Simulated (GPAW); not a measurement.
# Conductance along a series: segments of Si in a Ge chain, part 3 of 3

Wanted: the trend of the zero-bias conductance over a family of junctions, segments of Si in a Ge chain.

GPAW 26.7.0; GPAW LCAO, PAW setups; Landauer transmission from Green's functions with principal layers (ASE), zero bias.

So far, transmission at the Fermi level (one spin): step 2 (junction, foreign atoms 1) 2.96; step 4 (13 atoms, foreign atoms 3) 2.82; step 5 (14 atoms, foreign atoms 4) 2.82; step 6 (15 atoms, foreign atoms 5) 2.85; step 7 (16 atoms, foreign atoms 6) 2.93.

## (8) Side by side

Times are for 1 thread of Arm Neoverse N1, shared host. The runs compared:

| no. | foreign atoms | conductance (G₀) | time | memory (GiB) |
| --- | --- | --- | --- | --- |
| 1 | 1 | 2.961 | 40 s | 0.83 |
| 2 | 2 | 2.886 | 44 s | 0.89 |
| 3 | 3 | 2.825 | 50 s | 0.93 |
| 4 | 4 | 2.815 | 59 s | 0.97 |
| 5 | 5 | 2.850 | 61 s | 1.0 |
| 6 | 6 | 2.929 | 65 s | 1.1 |

The runs together. Transmission, zone mean against energy, zero at the Fermi level:

| energy (eV) | 1 | 2 | 3 | 4 | 5 | 6 |
| --- | --- | --- | --- | --- | --- | --- |
| -2.0000 | 0.918 | 0.729 | 0.517 | 0.339 | 0.210 | 0.127 |
| -1.7500 | 0.927 | 0.752 | 0.548 | 0.375 | 0.243 | 0.155 |
| -1.5000 | 0.935 | 0.774 | 0.583 | 0.419 | 0.287 | 0.196 |
| -1.2500 | 0.942 | 0.796 | 0.621 | 0.472 | 0.347 | 0.259 |
| -1.0000 | 2.67 | 2.31 | 2.22 | 2.45 | 2.34 | 1.95 |
| -0.7500 | 2.91 | 2.78 | 2.69 | 2.58 | 2.46 | 2.46 |
| -0.5000 | 2.94 | 2.85 | 2.74 | 2.66 | 2.63 | 2.64 |
| -0.2500 | 2.95 | 2.87 | 2.78 | 2.74 | 2.75 | 2.81 |
| 0.0000 | 2.96 | 2.89 | 2.82 | 2.82 | 2.85 | 2.93 |
| 0.2500 | 2.96 | 2.90 | 2.86 | 2.88 | 2.93 | 2.99 |
| 0.5000 | 2.97 | 2.91 | 2.89 | 2.92 | 2.97 | 2.99 |
| 0.7500 | 2.97 | 2.93 | 2.91 | 2.96 | 2.99 | 2.98 |
| 1.0000 | 2.96 | 2.94 | 2.93 | 2.98 | 2.99 | 2.96 |
| 1.2500 | 2.96 | 2.95 | 2.95 | 2.98 | 2.99 | 2.94 |
| 1.5000 | 2.95 | 2.95 | 2.97 | 2.97 | 2.98 | 2.95 |
| 1.7500 | 2.95 | 2.95 | 2.98 | 2.96 | 2.96 | 2.97 |
| 2.0000 | 2.95 | 2.94 | 2.99 | 2.96 | 2.94 | 2.98 |

The runs together. The current through one cell, from the zero-bias transmission by bias:

| bias (V) | 1 (μA) | 2 (μA) | 3 (μA) | 4 (μA) | 5 (μA) | 6 (μA) |
| --- | --- | --- | --- | --- | --- | --- |
| 0.100 | 22.9 | 22.4 | 21.9 | 21.8 | 22.1 | 22.7 |
| 0.200 | 45.9 | 44.7 | 43.8 | 43.6 | 44.2 | 45.4 |
| 0.500 | 115 | 112 | 109 | 109 | 110 | 113 |
| 1.000 | 229 | 223 | 219 | 218 | 220 | 224 |
| 1.500 | 343 | 335 | 327 | 325 | 327 | 331 |
| 2.000 | 455 | 441 | 432 | 430 | 430 | 432 |

## (9) Functional revPBE, broadening 1e-05, density threshold 1e-06: xc = "revPBE", eta = 1e-05 and conv = 1e-06

The functional moves levels against the Fermi level. The broadening keeps the Green's functions finite; too large a value absorbs electrons where channels are open and leaks them where none are. The Hamiltonian is taken from the last density. The density threshold is one of the tests that end the cycle; the energy must settle too, so a loose value may not be the test that decides.

System of this step: one Si atom in a Ge chain. The cell holds 11 atoms: 10 Ge and 1 Si. Its edges and angles: a = 9.000 Å, b = 9.000 Å, c = 25.680 Å, α = 90.0°, β = 90.0°, γ = 90.0°. Regions: left lead, 5 atoms (5 Ge); channel, 1 atom (1 Si); right lead, 5 atoms (5 Ge). Vacuum lies along a and b. The structure is stacked along c, and the current runs across the ab planes.

Input file run.py:

```python
import json
import numpy as np
from ase import Atoms
from ase.transport.calculators import TransportCalculator
from gpaw import GPAW, FermiDirac
from gpaw.lcao.tools import get_lcao_hamiltonian
from scipy.linalg import eigh

# The junction with lead layers at both ends, along the third cell vector
device = Atoms(
    ['Ge', 'Ge', 'Ge', 'Ge', 'Ge', 'Si', 'Ge', 'Ge', 'Ge', 'Ge', 'Ge'],
    positions=[
        [4.50000, 4.50000, 1.17500],
        [4.50000, 4.50000, 3.52500],
        [4.50000, 4.50000, 5.87500],
        [4.50000, 4.50000, 8.22500],
        [4.50000, 4.50000, 10.57500],
        [4.50000, 4.50000, 12.84010],
        [4.50000, 4.50000, 15.10520],
        [4.50000, 4.50000, 17.45520],
        [4.50000, 4.50000, 19.80520],
        [4.50000, 4.50000, 22.15520],
        [4.50000, 4.50000, 24.50520]],
    cell=[[9.0, 0.0, 0.0], [0.0, 9.0, 0.0], [0.0, 0.0, 25.6802]],
    pbc=True)

# One principal layer of the lead: the first 3 atoms of the device
lead = Atoms(
    ['Ge', 'Ge', 'Ge'],
    positions=[
        [4.50000, 4.50000, 1.17500],
        [4.50000, 4.50000, 3.52500],
        [4.50000, 4.50000, 5.87500]],
    cell=[[9.0, 0.0, 0.0], [0.0, 9.0, 0.0], [0.0, 0.0, 7.05]],
    pbc=True)

settings = dict(mode='lcao', basis='dzp', xc='revPBE', h=0.2,
                occupations=FermiDirac(0.1), maxiter=250,
                mixer=dict(beta=0.1, nmaxold=8, weight=100.0),
                convergence=dict(density=1e-06))
energies = np.arange(-2, 2 + 1e-9, 0.05)
eta = 1e-05
n1, n2 = 1, 1
# k and -k transmit alike, so half of the mesh across the current serves
mesh = [(i, j) for i in range(n1) for j in range(n2) if (i, j) <= (-i % n1, -j % n2)]
weights = np.array([1 if (i, j) == (-i % n1, -j % n2) else 2 for i, j in mesh]) / (n1 * n2)


def ground_state(atoms, size, txt):
    atoms.calc = GPAW(kpts={'size': size, 'gamma': True}, symmetry={'tolerance': 1e-3}, txt=txt, **settings)
    atoms.get_potential_energy()
    return atoms.calc.get_fermi_level()


def blocks(atoms, fermi, points, nz, cells):
    """H - E_F S and S between cell 0 and the cells above it, at each point across the current."""
    kz = np.arange(nz) / nz
    calc = atoms.calc.fixed_density(kpts=[(*k, z) for k in points for z in kz], symmetry='off', txt=None)
    H, S = get_lcao_hamiltonian(calc)
    H = (H - fermi * S).reshape(len(H), len(points), nz, *S.shape[1:])
    S = S.reshape(H.shape[1:])
    phases = [np.exp(-2j * np.pi * kz * R) / nz for R in cells]
    return [(np.einsum('skzij,z->ksij', H, p), np.einsum('kzij,z->kij', S, p)) for p in phases]


def pair(a, b):
    return np.block([[a, b], [b.T.conj(), a]])


def count_channels(h, s, cells, nk=240):
    """Half the number of times that the lead's bands cross each energy, unfolded to its shortest repeat."""
    b = len(h) // cells
    bands = []
    for k in (np.arange(nk + 1) + 0.5) / nk:
        hk, sk = h[:b, :b].copy(), s[:b, :b].copy()
        for R in range(1, cells):
            phase, block = np.exp(2j * np.pi * k * R), slice(R * b, (R + 1) * b)
            hk += h[:b, block] * phase + (h[:b, block] * phase).T.conj()
            sk += s[:b, block] * phase + (s[:b, block] * phase).T.conj()
        bands.append(eigh(hk, sk, eigvals_only=True))
    below = np.array(bands)[:, :, None] < energies
    return (below[1:] != below[:-1]).sum((0, 1)) / 2


fermi_lead = ground_state(lead, (1, 1, 16), 'lead.txt')
fermi_device = ground_state(device, (1, 1, 3), 'device.txt')
T, channels, eigen, tail, misfit, shifts = [], [], [], 0.0, 0.0, []
for first in range(0, len(mesh), 918):
    points = [(i / n1, j / n2) for i, j in mesh[first:first + 918]]
    (H0k, S0k), (H1k, S1k), (H2k, _) = blocks(lead, fermi_lead, points, 5, range(3))
    [(Hk, Sk)] = blocks(device, fermi_device, points, 2, [0])
    tail = max(tail, abs(H2k).max())
    for H0, S0, H1, S1, H, S in zip(H0k, S0k, H1k, S1k, Hk, Sk):
        n = len(S0)
        # Shift the lead onto the potential of the device's first layer
        shift = ((H[:, 0, 0] - H0[:, 0, 0]) / S0[0, 0]).real.mean()
        shifts.append(shift)
        misfit = max(misfit, abs(H[:, :n, :n] - H0 - shift * S0).max())
        Tk, Ck, Ek = [], [], []
        for s in range(len(H)):
            t = s % len(H0)  # a lead without moments serves both spins
            h1, s1 = pair(H0[t] + shift * S0, H1[t] + shift * S1), pair(S0, S1)
            leads = dict(h1=h1, s1=s1, energies=energies, eta=eta, eta1=eta, eta2=eta)
            calc = TransportCalculator(h=H[s], s=S, eigenchannels=3, **leads)
            Tk.append(calc.get_transmission())
            Ek.append(np.sort(calc.eigenchannels_ne, axis=0)[::-1])
            Ck.append(count_channels(h1, s1, 6))
        T.append(Tk)
        channels.append(Ck)
        eigen.append(Ek)
T, channels = np.array(T), np.array(channels)
mean, open_channels = np.einsum('kse,k->se', T, weights), np.einsum('kse,k->se', channels, weights)

print(f'basis functions: device {len(S)}, principal layer {n}')
print(f'Fermi level: lead {fermi_lead:.4f} eV, device {fermi_device:.4f} eV; lead shifted by {np.mean(shifts):.4f} eV')
print(f'largest coupling past the next layer {tail:.2e} eV, largest misfit of the first layer {misfit:.3f} eV')
print('  E-E_F (eV)   ' + 'T (one spin)  channels')
for e, t, c in zip(energies, mean.T, open_channels.T):
    print(f'{e:10.3f}  ', *[f'{x:11.4e}' for x in t], *[f'{x:9.4f}' for x in c])

kT = 8.617333e-5 * 500
fine = np.linspace(energies[0], energies[-1], 4001)
both = np.exp(np.interp(fine, energies, np.log(np.maximum(mean.sum(0) * 2 / len(mean), 1e-30))))
fermi = lambda mu: 1 / (1 + np.exp(np.clip((fine - mu) / kT, -200, 200)))
slope = fermi(0) * (1 - fermi(0)) / kT
G = np.trapezoid(both * slope, fine) / 2
seebeck = -np.trapezoid(both * slope * fine, fine) / (2 * G * 500) * 1e6
print(f'conductance at 500 K: {G:.5g} G0 a cell; thermopower {seebeck:.4g} uV/K')
bias = [0.1, 0.2, 0.5, 1.0, 1.5, 2.0]
current = [38.74 * np.trapezoid(both * (fermi(V / 2) - fermi(-V / 2)), fine) for V in bias]
for V, I in zip(bias, current):
    print(f'current from the zero-bias T(E) at {V} V: {I:.5g} uA')
zero = abs(energies).argmin()
json.dump(dict(energies=energies.tolist(), T=mean.tolist(), channels=open_channels.tolist(), G=G, seebeck=seebeck,
               bias=bias, current=current, tail=tail, misfit=misfit, shift=np.mean(shifts), n_device=len(S), n_lead=n,
               fermi=[fermi_lead, fermi_device], energy=device.get_potential_energy(),
               moments=device.get_magnetic_moments().tolist(), mesh=mesh, weights=weights.tolist(),
               T_k=T[:, :, zero].tolist(), eigen=np.array(eigen[0]).tolist()), open('result.json', 'w'))
```

On the command line:

```
$ OMP_NUM_THREADS=1 OPENBLAS_NUM_THREADS=1 python run.py
```

The program printed:

```text
basis functions: device 143, principal layer 39
Fermi level: lead -3.4701 eV, device -3.4992 eV; lead shifted by -0.0279 eV
largest coupling past the next layer 9.82e-06 eV, largest misfit of the first layer 0.014 eV
  E-E_F (eV)   T (one spin)  channels
    -2.000    9.1157e-01    1.0000
    -1.950    9.1382e-01    1.0000
    -1.900    9.1597e-01    1.0000
    -1.850    9.1803e-01    1.0000
    -1.800    9.2002e-01    1.0000
    -1.750    9.2194e-01    1.0000
    -1.700    9.2379e-01    1.0000
    -1.650    9.2558e-01    1.0000
    -1.600    9.2732e-01    1.0000
    -1.550    9.2900e-01    1.0000
    -1.500    9.3063e-01    1.0000
    -1.450    9.3221e-01    1.0000
    -1.400    9.3374e-01    1.0000
    -1.350    9.3522e-01    1.0000
    -1.300    9.3667e-01    1.0000
    -1.250    9.3807e-01    1.0000
[...]
1.650    2.9583e+00    3.0000
     1.700    2.9577e+00    3.0000
     1.750    2.9571e+00    3.0000
     1.800    2.9566e+00    3.0000
     1.850    2.9561e+00    3.0000
     1.900    2.9555e+00    3.0000
     1.950    2.9550e+00    3.0000
     2.000    2.9544e+00    3.0000
conductance at 500 K: 2.9612 G0 a cell; thermopower -0.09528 uV/K
current from the zero-bias T(E) at 0.1 V: 22.943 uA
current from the zero-bias T(E) at 0.2 V: 45.885 uA
current from the zero-bias T(E) at 0.5 V: 114.69 uA
current from the zero-bias T(E) at 1.0 V: 229.24 uA
current from the zero-bias T(E) at 1.5 V: 343.34 uA
current from the zero-bias T(E) at 2.0 V: 455.18 uA
```

It took 62 s on 1 thread of Arm Neoverse N1, shared host; peak memory 0.83 GiB.

Numbers from this step:

* conductance: 2.961 G₀
* largest coupling past the next principal layer: 9.82e-6 eV
* largest misfit of the first principal layer: 0.01410 eV
* shift that aligns the lead: -0.02792 eV
* basis functions of the junction: 143
* transmission at the Fermi level (one spin): 2.961
* open channels of the lead at the Fermi level (one spin): 3

One spin. Transmission, zone mean against energy, zero at the Fermi level:

| energy (eV) | transmission, zone mean |
| --- | --- |
| -2.000 | 0.912 |
| -1.800 | 0.920 |
| -1.600 | 0.927 |
| -1.400 | 0.934 |
| -1.200 | 0.939 |
| -1.000 | 2.71 |
| -0.800 | 2.89 |
| -0.600 | 2.93 |
| -0.400 | 2.95 |
| -0.200 | 2.96 |
| 0.000 | 2.96 |
| 0.200 | 2.97 |
| 0.400 | 2.97 |
| 0.600 | 2.97 |
| 0.800 | 2.97 |
| 1.000 | 2.97 |
| 1.200 | 2.97 |
| 1.400 | 2.96 |
| 1.600 | 2.96 |
| 1.800 | 2.96 |
| 2.000 | 2.95 |

Crossings of the lead's bands, unfolded to its shortest repeat. Table of open channels, zone mean by energy, zero at the Fermi level:

| energy (eV) | open channels, zone mean |
| --- | --- |
| -2.000 | 1 |
| -1.800 | 1 |
| -1.600 | 1 |
| -1.400 | 1 |
| -1.200 | 1 |
| -1.000 | 3 |
| -0.800 | 3 |
| -0.600 | 3 |
| -0.400 | 3 |
| -0.200 | 3 |
| 0.000 | 3 |
| 0.200 | 3 |
| 0.400 | 3 |
| 0.600 | 3 |
| 0.800 | 3 |
| 1.000 | 3 |
| 1.200 | 3 |
| 1.400 | 3 |
| 1.600 | 3 |
| 1.800 | 3 |
| 2.000 | 3 |

Not self-consistent under bias; the bias window is split evenly. Current through one cell, from the zero-bias transmission against bias:

| bias (V) | current through one cell, from the zero-bias transmission (μA) |
| --- | --- |
| 0.100 | 22.9 |
| 0.200 | 45.9 |
| 0.500 | 115 |
| 1.000 | 229 |
| 1.500 | 343 |
| 2.000 | 455 |

Transmission of the three most open eigenchannels against energy, zero at the Fermi level:

| energy (eV) | channel 1 | channel 2 | channel 3 |
| --- | --- | --- | --- |
| -2.000 | 0.912 | 0 | 0 |
| -1.800 | 0.920 | 0 | 0 |
| -1.600 | 0.927 | 0 | 0 |
| -1.400 | 0.934 | 0 | 0 |
| -1.200 | 0.939 | 2.2e-10 | 2.2e-10 |
| -1.000 | 0.944 | 0.882 | 0.882 |
| -0.800 | 0.970 | 0.970 | 0.949 |
| -0.600 | 0.988 | 0.988 | 0.953 |
| -0.400 | 0.994 | 0.994 | 0.956 |
| -0.200 | 0.998 | 0.998 | 0.960 |
| 0.000 | 0.999 | 0.999 | 0.963 |
| 0.200 | 1.000 | 1.000 | 0.965 |
| 0.400 | 1.000 | 1.000 | 0.968 |
| 0.600 | 1.000 | 1.000 | 0.971 |
| 0.800 | 0.998 | 0.998 | 0.973 |
| 1.000 | 0.996 | 0.996 | 0.976 |
| 1.200 | 0.994 | 0.994 | 0.979 |
| 1.400 | 0.990 | 0.990 | 0.981 |
| 1.600 | 0.988 | 0.988 | 0.983 |
| 1.800 | 0.986 | 0.985 | 0.985 |
| 2.000 | 0.988 | 0.983 | 0.983 |

The conductance equals that of the unchanged run to 0.2 %.

## (10) Summary of results

```json
{
 "conductance, first and last member": "2.96 and 2.93 G₀",
 "largest and smallest": "2.96 and 2.82 G₀"
}
```

What this shows: As the number of foreign atoms goes from 1 to 6, the conductance goes from 2.96 to 2.93 G₀. The conductance does not change monotonically along the series. The geometry was built from estimated bond lengths and not relaxed, so the numbers describe this model structure. An evenly spaced straight chain is an idealisation: free chains tend to dimerise, zigzag or, where a band edge lies near the Fermi level, turn magnetic. The currents use the zero-bias T(E) throughout, which holds only while the bias is small against the distance to the nearest feature.

[Logs are printed without paths, hosts, clocks, repeated set-up lines and the standing remarks that a program may print on its own settings, such as how far it seeks lower states.]

[Hosts, paths, dates, database ids (printed as entryN), source tags and the programs' standing remarks are cut or masked in the printed files.]
